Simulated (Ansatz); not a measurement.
# k-point convergence of GW for SrLi2SnS4 (I-42m)

How dense a mesh does GW need for SrLi2SnS4 (I-42m), and how does the time grow?

Program: Ansatz 0.2.0. Level of theory: G0W0 on PBE, plane waves, PAW; PAW set soft_1. Results are calculated unless marked as measured.

## Step 1: The structure

Symmetry: I-42m, No. 121, tetragonal system. The conventional cell has a = 6.659 Å, b = 6.659 Å, c = 7.918 Å, α = 90.00°, β = 90.00°, γ = 90.00°. Li has 4 S at 2.47 Å nearest. Nearest to Sr lie 8 S at 3.08 to 3.25 Å. Sn has 4 S at 2.37 Å nearest. Nearest to S lie 1 Sn at 2.37 Å and 2 Li at 2.47 Å and 2 Sr at 3.08 to 3.25 Å. Farther neighbours and most contacts between anions are not listed.

Coordinates:

```cif
data_structure
_symmetry_space_group_name_H-M 'P 1'
_symmetry_Int_Tables_number 1
_cell_length_a 6.1518
_cell_length_b 6.1518
_cell_length_c 6.1518
_cell_angle_alpha 114.466
_cell_angle_beta 114.466
_cell_angle_gamma 99.886
_cell_volume 175.55
loop_
_atom_site_label
_atom_site_type_symbol
_atom_site_fract_x
_atom_site_fract_y
_atom_site_fract_z
_atom_site_occupancy
Li1 Li 0.25000 0.75000 0.50000 1
Li2 Li 0.75000 0.25000 0.50000 1
Sr3 Sr 0.50000 0.50000 0.00000 1
Sn4 Sn 0.00000 0.00000 0.00000 1
S5 S 0.03526 0.03526 0.41320 1
S6 S 0.96474 0.37794 0.00000 1
S7 S 0.62206 0.62206 0.58680 1
S8 S 0.37794 0.96474 0.00000 1
```

The cell and positions come from the Crystallography Open Database and are kept as given unless a step says otherwise.

## Step 2: The 2×2×2 mesh

G0W0 replaces the xc potential by the self-energy, built once from these orbitals. Only a window of levels is corrected, while the sums run over the empty bands that the input names. This step takes PAW set soft_1 files.

File input.yaml:

```yaml
crystal:
  lattice:
    - [-3.3295, 3.3295, 3.959]
    - [3.3295, -3.3295, 3.959]
    - [3.3295, 3.3295, -3.959]
  atoms:
    - { symbol: Li, position: [0.25, 0.75, 0.5] }
    - { symbol: Li, position: [0.75, 0.25, 0.5] }
    - { symbol: Sr, position: [0.5, 0.5, 0.0] }
    - { symbol: Sn, position: [0.0, 0.0, 0.0] }
    - { symbol: S, position: [0.03526, 0.03526, 0.4132] }
    - { symbol: S, position: [0.96474, 0.37794, 0.0] }
    - { symbol: S, position: [0.62206, 0.62206, 0.5868] }
    - { symbol: S, position: [0.37794, 0.96474, 0.0] }
kpoints:
  mp_grid: { grid: [2, 2, 2] }
hamiltonian:
  xc: pbe
  pseudopotentials: { kind: paw, azcp: { folder: soft_1 } }
scf:
  occupations: { method: fixed }
gw:
  n_empty_bands: 398
  ecut_chi: 100
  qp_bands: [v2, c2]
  qp_kpoints: band_edges
  screening: { model: contour_deformation }
```

On the command line:

```sh
> ansatz run input.yaml --threads 2 --pin off --max-ram 92160MiB --backend cuda --events-out ev --progress --plain --runs-dir out --devices 1 --max-vram 13GiB
```

Numbers of over 12 decimals in the logs are rounded to 6 here.

The log of the run:

```text
GPUs: using 1 of 1 available (devices: 1).
Engine: ansatz 0.2.0, x86_64-unknown-linux-gnu
Pseudopotentials: kind: paw
Pseudopotential: Li, paw, valence charge 3, recommended cutoff 420 eV (normal), soft_1/Li.paw.azcp
Pseudopotential: Sr, paw, valence charge 10, recommended cutoff 420 eV (normal), soft_1/Sr.paw.azcp
Pseudopotential: Sn, paw, valence charge 14, recommended cutoff 420 eV (normal), soft_1/Sn.paw.azcp
Pseudopotential: S, paw, valence charge 6, recommended cutoff 420 eV (normal), soft_1/S.paw.azcp
Functional definition: PBE
  parameter kappa = 0.804
  parameter beta = 0.066725
  exchange = pbe_x(kappa = kappa, mu = beta*pi^2/3)
  correlation = pbe_c(beta = beta)
device memory: the entry about to start is reckoned to put 1.9 GiB on a device that reports 29.7 GiB free (of which the cap on the GPU budget leaves the run 13.0 GiB)
GPU FFT provider: cuFFT
GPU libraries: cuBLAS 13.8.2, cuFFT 12.4.0, cuSOLVER 12.3.4
Crystal: 8 atoms, lattice volume = 175.551 Å³
Basis set: ecut = 420 eV, 3445 PW (Γ)
Bands: 35, of which v1, the nominal top of the filled ones, is band 27 counted from 1 (26 counted from 0)
Symmetry: 8 space group operations
Space group: I-42m (ITA 121), of the structure as read, at distance tolerance 5.6e-5 Å
k-points: 4 of 8
Non-local potential: Li, projectors of the file, l = 0: 3, l = 1: 2, l = 2: 1
Non-local potential: Sr, projectors of the file, l = 0: 3, l = 1: 2, l = 2: 2
Non-local potential: Sn, projectors of the file, l = 0: 2, l = 1: 2, l = 2: 2, l = 3: 1
Non-local potential: S, projectors of the file, l = 0: 2, l = 1: 2, l = 2: 1
PAW form: soft (Blöchl's): semilocal exchange-correlation on the pseudo side does not see the compensation charge
PAW one-centre angular grid: Li, 110 points (default); XC on 96 Gauss nodes
PAW one-centre angular grid: Sr, 110 points (default); XC on 64 Gauss nodes
PAW one-centre angular grid: Sn, 590 points (default); XC on 64 Gauss nodes
PAW one-centre angular grid: S, 110 points (default); XC on 64 Gauss nodes
Initial density: superposition of atomic densities (chi_scale 0.1, normalization cell, long waves kept (reshape's long-wave potential 0.00 eV rms))
Initial wavefunctions: pseudopotential atomic-orbital guess
GPU buffer pool allocated for 91125 grid points (all kernels)
GPU transforms: local potential and band sums: pruned to the plane-wave sphere, on 45×45×45
Functional: x = pbe(κ = 0.804, μ = 0.219515), c = pbe(β = 0.066725)
SCF iter   1: F=—  HF=-13597.400112 eV  |F-HF|=—  |Δ(HF+E_count)|=         —  Δρ=3.43e-2  dr2=4.08e0  ethr=3.10e-3  ⟨swp⟩=6.8  Hψ=655  notcnv=0  defer=22
preconditioner: auto → Resta (q_TF=auto, 2.242 Å⁻¹)  ε∞=3.0  [insulator: Δε(μ)=2.942 eV  Ē_g=13.862 eV  n_scr=26 (ndim 8)  ℏωp=19.4 eV  f_vac=0.000  ε∞_Penn≈3.0]
SCF iter   2: F=—  HF=-13596.242288 eV  |F-HF|=—  |Δ(HF+E_count)|=    1.16e0  Δρ=1.80e-2  dr2=8.95e-1  ethr=3.10e-3  ⟨swp⟩=3.8  Hψ=298  notcnv=0  defer=19
SCF iter   3: F=—  HF=-13596.011842 eV  |F-HF|=—  |Δ(HF+E_count)|=   2.30e-1  Δρ=4.08e-3  dr2=3.77e-2  ethr=1.66e-3  ⟨swp⟩=3.8  Hψ=240  notcnv=0  defer=22
SCF iter   4: F=—  HF=-13596.022696 eV  |F-HF|=—  |Δ(HF+E_count)|=   1.09e-2  Δρ=1.20e-3  dr2=3.94e-3  ethr=6.98e-5  ⟨swp⟩=3.2  Hψ=295  notcnv=0  defer=23
SCF iter   5: F=—  HF=-13596.024683 eV  |F-HF|=—  |Δ(HF+E_count)|=   1.99e-3  Δρ=3.28e-4  dr2=2.79e-4  ethr=7.29e-6  ⟨swp⟩=3.0  Hψ=241  notcnv=0  defer=23
SCF iter   6: F=—  HF=-13596.025038 eV  |F-HF|=—  |Δ(HF+E_count)|=   3.55e-4  Δρ=8.13e-5  dr2=1.85e-5  ethr=5.16e-7  ⟨swp⟩=2.5  Hψ=236  notcnv=0  defer=23
SCF iter   7: F=—  HF=-13596.025063 eV  |F-HF|=—  |Δ(HF+E_count)|=   2.58e-5  Δρ=1.88e-5  dr2=1.14e-6  ethr=3.42e-8  ⟨swp⟩=2.5  Hψ=218  notcnv=0  defer=23
SCF iter   8: F=-13596.025065 eV  HF=-13596.025065 eV  |F-HF|=2.88e-8  |Δ(HF+E_count)|=   1.99e-6  Δρ=4.21e-6  dr2=4.43e-8  ethr=1.85e-10  ⟨swp⟩=17.0  Hψ=834  notcnv=0
SCF 1 converged in 8 iterations: F = -13596.025065 eV  dr2 = 4.43e-8
[...]
device memory: the entry about to start is reckoned to put 2.4 GiB on a device that reports 29.7 GiB free (of which the cap on the GPU budget leaves the run 13.0 GiB)
NSCF: frozen V_eff on 4 k-points
[...]
device memory: the entry about to start is reckoned to put 3.2 GiB on a device that reports 29.7 GiB free (of which the cap on the GPU budget leaves the run 13.0 GiB)
NSCF: frozen V_eff on 4 k-points
G₀W₀ screening: q 1/4
[... further progress lines ...]
device memory: the entry about to start is reckoned to put 0.8 GiB on a device that reports 28.5 GiB free (of which the cap on the GPU budget leaves the run 13.0 GiB)
NSCF: frozen V_eff on 1 k-points
device memory: the entry about to start is reckoned to put 0.8 GiB on a device that reports 28.5 GiB free (of which the cap on the GPU budget leaves the run 13.0 GiB)
NSCF: frozen V_eff on 1 k-points
device memory: the entry about to start is reckoned to put 0.8 GiB on a device that reports 28.5 GiB free (of which the cap on the GPU budget leaves the run 13.0 GiB)
NSCF: frozen V_eff on 1 k-points
SCF converged after 8 iterations
Free energy (F): -13596.025065 eV
Harris-Foulkes:  -13596.025065 eV  (|F-HF|=2.88e-8)
Internal energy: -13596.025065 eV  (E = F + TS)
E sigma→0 (E₀):  -13596.025065 eV
Fermi energy:    5.062686 eV
--- Per-component energies (eV) ---
  E_band       = -420.815437
  E_kinetic    = 860.307918
  E_local      = -2962.220810  (includes V_loc(G=0)·N_el)
  E_nonlocal   = 476.756885
  E_hartree    = 1120.118659
  E_xc         = -677.272590
  E_vxc        = -593.159147  (∫ρ·V_xc dr)
  E_paw        = -9544.300984  (= ΣΔE_a)
  E_vpaw       = -442.739750  (= ΣTr[D̂ρ^β])
  E_aug_tail   = 0.000802  (compensation charges beyond the density's cutoff)
  E_ewald      = -2869.414945
  E_smearing   = -0.000000  (= −TS)
  E_closure    = 0.000000  (closes the sum)
  Σ components = -13596.025065   (vs F -13596.025065, Δ=0.00e0)
--- Band table (eV) ---
  k-point 0: bands = [... 23 lower, 4.0897, 4.6055, 4.6887, 4.6887, 7.7646, 8.9965, 9.7439, 10.1349, ... 4 higher]
  k-point 1: bands = [... 23 lower, 3.7751, 3.9864, 4.0229, 4.5525, 8.2341, 9.4070, 9.7159, 9.8666, ... 4 higher]
  k-point 2: bands = [... 23 lower, 3.8449, 4.1700, 4.4020, 4.5839, 8.1128, 8.8863, 9.9047, 10.0475, ... 4 higher]
  k-point 3: bands = [... 23 lower, 3.3225, 4.5855, 4.5855, 5.0627, 7.7428, 9.2347, 9.2347, 9.5733, ... 4 higher]
--- G₀W₀: contour deformation, 6 samples at zero and on the imaginary axis and 1 off it, 8 q-points, 398 empty bands' worth ---
  eigenvalues of the whole cell's RPA ε∞ on this k-mesh (on a slab, of 1 + 4πα/V) = 4.6820, 4.8214, 4.8214; static W/v taken at q = 0 is 0.209447
  gw.qp_kpoints: band_edges: 4 of 4 stored k-points solved, in 1 pass; an edge of the gap read off the rows below is read off those points alone
    ik  band        ε_KS         Σx   Σc(E_QP)       V_xc       Z   E_QP_lin       E_QP  E_QP is
     0    26      4.6887   -18.2881     2.2489   -15.2520  0.7554     3.8911     3.9015  root
     0    27      4.6887   -18.2881     2.2489   -15.2520  0.7554     3.8911     3.9015  root
     0    28      7.7646    -9.3487    -3.8725   -13.7940  0.7849     8.3417     8.3375  root
     0    29      8.9965    -5.6324    -3.8097    -9.8609  0.7973     9.4178     9.4154  root
     1    26      4.0229   -17.3939     2.4996   -14.0256  0.7476     3.1391     3.1544  root
     1    27      4.5525   -18.0884     2.3993   -14.8481  0.7518     3.6989     3.7117  root
     1    28      8.2341   -10.4561    -3.8390   -14.9953  0.7769     8.9410     8.9343  root
     1    29      9.4070    -6.6406    -3.9211   -11.0092  0.7917     9.8575     9.8545  root
     2    26      4.4020   -17.6751     2.3375   -14.5023  0.7530     3.5541     3.5668  root
     2    27      4.5839   -17.9011     2.3757   -14.6887  0.7524     3.7344     3.7471  root
     2    28      8.1128   -10.2542    -3.8250   -14.7691  0.7792     8.8090     8.8027  root
     2    29      8.8863    -6.1147    -3.8940   -10.4580  0.7976     9.3384     9.3356  root
     3    26      4.5855   -17.8295     2.3965   -14.5965  0.7516     3.7362     3.7490  root
     3    27      5.0627   -18.2070     2.3465   -15.0383  0.7543     4.2290     4.2405  root
     3    28      7.7428    -8.4261    -3.8614   -12.9039  0.7920     8.3640     8.3591  root
     3    29      9.2347    -6.9432    -3.9311   -11.3271  0.7931     9.6904     9.6874  root
```

The job ended after 14 s (1 × NVIDIA H100 80GB HBM3 (shared by 6 runs) with 2 threads of AMD EPYC 7R13 (Zen 3), shared host; peak memory 1.3 GiB).

Numbers from this step:

* bands summed: 425
* RPA ε∞ on this mesh (eigenvalues): 4.682, 4.821, 4.821
* plane waves in the screening matrix: 395
* q-points in the mesh: 8
* G0W0 gap on the mesh: 4.097 eV
* k of the valence top: -0.5, -0.5, -0.5
* k of the conduction bottom: 0, 0, 0
* starting gap on the mesh: 2.680 eV
* Z at the valence top: 0.7543
* Z at the conduction bottom: 0.7849
* least direct G0W0 gap on the computed points: 4.119 eV

The gap on the mesh goes from 2.68 eV to 4.10 eV, a correction of +1.42 eV, though a band edge has moved to another state.

## Step 3: The 4×4×4 mesh

Only the mesh changes. It samples the long-range screening, which converges on its own terms.

input.yaml: that of step 2 with these lines changed.

```diff
@@ -15,3 +15,3 @@
 kpoints:
-  mp_grid: { grid: [2, 2, 2] }
+  mp_grid: { grid: [4, 4, 4] }
 hamiltonian:
```

The log of the run:

```text
GPUs: using 1 of 1 available (devices: 1).
[...]
GPU FFT provider: cuFFT
GPU libraries: cuBLAS 13.8.2, cuFFT 12.4.0, cuSOLVER 12.3.4
Crystal: 8 atoms, lattice volume = 175.551 Å³
Basis set: ecut = 420 eV, 3445 PW (Γ)
Bands: 35, of which v1, the nominal top of the filled ones, is band 27 counted from 1 (26 counted from 0)
Symmetry: 8 space group operations
[...]
k-points: 13 of 64 (time reversal used)
[...]
GPU buffer pool allocated for 91125 grid points (all kernels)
[...]
SCF iter   1: F=—  HF=-13597.419357 eV  |F-HF|=—  |Δ(HF+E_count)|=         —  Δρ=3.43e-2  dr2=4.12e0  ethr=3.10e-3  ⟨swp⟩=6.9  Hψ=2070  notcnv=0  defer=70
[...]
SCF iter   8: F=-13596.028464 eV  HF=-13596.028464 eV  |F-HF|=2.14e-8  |Δ(HF+E_count)|=   1.92e-6  Δρ=5.33e-6  dr2=7.11e-8  ethr=1.85e-10  ⟨swp⟩=16.3  Hψ=2834  notcnv=0
SCF 1 converged in 8 iterations: F = -13596.028464 eV  dr2 = 7.11e-8
[...]
0    26      4.6896   -18.1485     2.1056   -15.2508  0.7605     3.8881     3.8975  root
     0    27      4.6896   -18.1485     2.1056   -15.2508  0.7605     3.8881     3.8975  root
     0    28      7.7624    -9.5751    -3.6574   -13.8019  0.7919     8.3352     8.3318  root
     0    29      9.0002    -5.6851    -3.7359    -9.8611  0.8019     9.4427     9.4403  root
     1    26      4.4749   -17.9353     2.1876   -14.9308  0.7579     3.6476     3.6581  root
     1    27      4.5085   -17.3771     2.1561   -14.3761  0.7599     3.6522     3.6636  root
     1    28      8.0838   -10.4383    -3.6950   -14.8328  0.7830     8.7889     8.7833  root
     1    29      8.9781    -5.0817    -3.7250    -9.1998  0.8058     9.3732     9.3713  root
[...]
12    26      4.5879   -17.7444     2.2997   -14.5967  0.7559     3.7281     3.7400  root
    12    27      5.0658   -18.0925     2.2196   -15.0394  0.7596     4.2218     4.2324  root
    12    28      7.7389    -8.5635    -3.7085   -12.9077  0.7994     8.3789     8.3746  root
    12    29      9.2319    -7.0705    -3.7932   -11.3313  0.7999     9.7023     9.6996  root
[key lines of the parts left out:]
SCF converged after 8 iterations
Free energy (F): -13596.028464 eV
Fermi energy:    5.065835 eV
```

Wall time 30 s (1 × NVIDIA H100 80GB HBM3 (shared by 6 runs) with 2 threads); peak memory 1.8 GiB; 45 s of CPU time.

Numbers from this step:

| Item | Value |
| --- | --- |
| bands summed | 425 |
| RPA ε∞ on this mesh (eigenvalues) | 4.586, 4.726, 4.726 |
| plane waves in the screening matrix | 395 |
| q-points in the mesh | 64 |
| G0W0 gap on the mesh | 4.099 eV |
| k of the valence top | -0.5, -0.5, -0.5 |
| k of the conduction bottom | 0, 0, 0 |
| starting gap on the mesh | 2.673 eV |
| Z at the valence top | 0.7596 |
| Z at the conduction bottom | 0.7919 |
| least direct G0W0 gap on the computed points | 4.142 eV |

Against the run with 2×2×2 mesh, 398 empty bands, screening to 100 eV, PAW set soft_1 files, the gap moves by +0.003 eV.

## Step 4: The 6×6×6 mesh

input.yaml: that of step 3 with these lines changed.

```diff
@@ -15,3 +15,3 @@
 kpoints:
-  mp_grid: { grid: [4, 4, 4] }
+  mp_grid: { grid: [6, 6, 6] }
 hamiltonian:
```

The log of the run:

```text
GPUs: using 1 of 1 available (devices: 1).
[...]
GPU FFT provider: cuFFT
GPU libraries: cuBLAS 13.8.2, cuFFT 12.4.0, cuSOLVER 12.3.4
Crystal: 8 atoms, lattice volume = 175.551 Å³
Basis set: ecut = 420 eV, 3445 PW (Γ)
Bands: 35, of which v1, the nominal top of the filled ones, is band 27 counted from 1 (26 counted from 0)
Symmetry: 8 space group operations
[...]
k-points: 30 of 216 (time reversal used)
[...]
1    29      8.9571    -5.4382    -3.7064    -9.5596  0.8042     9.3741     9.3720  root
[...]
29    26      4.5879   -17.7340     2.2896   -14.5967  0.7561     3.7284     3.7403  root
    29    27      5.0658   -18.0777     2.2053   -15.0394  0.7600     4.2224     4.2328  root
    29    28      7.7389    -8.5809    -3.6906   -12.9077  0.8000     8.3793     8.3751  root
    29    29      9.2319    -7.0839    -3.7791   -11.3313  0.8004     9.7029     9.7002  root
[key lines of the parts left out:]
SCF converged after 8 iterations
Free energy (F): -13596.028472 eV
Fermi energy:    5.065827 eV
```

Run time: 5.8 min. Hardware: 1 × NVIDIA H100 80GB HBM3 (shared by 6 runs) with 2 threads; peak memory 3 GiB.

Numbers from this step:

| Property | Result |
| --- | --- |
| bands summed | 425 |
| RPA ε∞ on this mesh (eigenvalues) | 4.586, 4.722, 4.722 |
| plane waves in the screening matrix | 395 |
| G0W0 gap on the mesh | 4.096 eV |
| k of the valence top | -0.5, -0.5, -0.5 |
| k of the conduction bottom | 0, 0, 0 |
| starting gap on the mesh | 2.673 eV |
| least direct G0W0 gap on the computed points | 4.142 eV |

Against the run with 4×4×4 mesh, 398 empty bands, screening to 100 eV, PAW set soft_1 files, the gap moves by −0.003 eV.

## Step 5: The meshes together

Times are wall times on 1 × NVIDIA H100 80GB HBM3 (shared by 6 runs) with 2 threads of AMD EPYC 7R13 (Zen 3), shared host, good to a factor of about two.

| mesh | points | irreducible | start (eV) | G0W0 (eV) | shift (eV) | RPA ε∞ (mean) | time |
| --- | --- | --- | --- | --- | --- | --- | --- |
| 2×2×2 | 8 | 4 | 2.680 | 4.097 | +1.417 | 4.77 | 14 s |
| 4×4×4 | 64 | 13 | 2.673 | 4.099 | +1.426 | 4.68 | 30 s |
| 6×6×6 | 216 | 30 | 2.673 | 4.096 | +1.423 | 4.68 | 5.8 min |

## Step 6: What came out

| Property | Result |
| --- | --- |
| 2×2×2 | 4.097 eV (shift +1.417) |
| 4×4×4 | 4.099 eV (shift +1.426) |
| 6×6×6 | 4.096 eV (shift +1.423) |
| settings | PBE start, 398 empty bands, 100 eV |

**Reading.** The shift is +1.42 eV on 2×2×2 and +1.42 eV on 6×6×6; the last step moves it by −0.003 eV. The RPA ε∞ (mean) ranges from 4.68 to 4.77 and ends at 4.68. On 6×6×6 the states that bound the G0W0 gap lie 2.697 eV apart in the start, so part of the shift is a change of edge. From 8 to 216 points the time grows 26-fold. Bands and cutoff are modest here, so the values stand off the basis limit. The many-body steps are scalar-relativistic: spin-orbit coupling is not in them.

[Paths, hosts, dates, memory and timing lines, banners, echoed tables and standing remarks are left out of the program output.]

[Logs are printed without paths, hosts, clocks, repeated set-up lines and the standing remarks that a program may print on its own settings, such as how far it seeks lower states.]

[Runs of the session that timed out or met a known fault of the program may be left out.]

[Cells called generated may have been cut or substituted from an entry of the Crystallography Open Database or the Materials Project.]

[Hosts, paths, dates, database ids (printed as entryN), source tags and the programs' standing remarks are cut or masked in the printed files.]
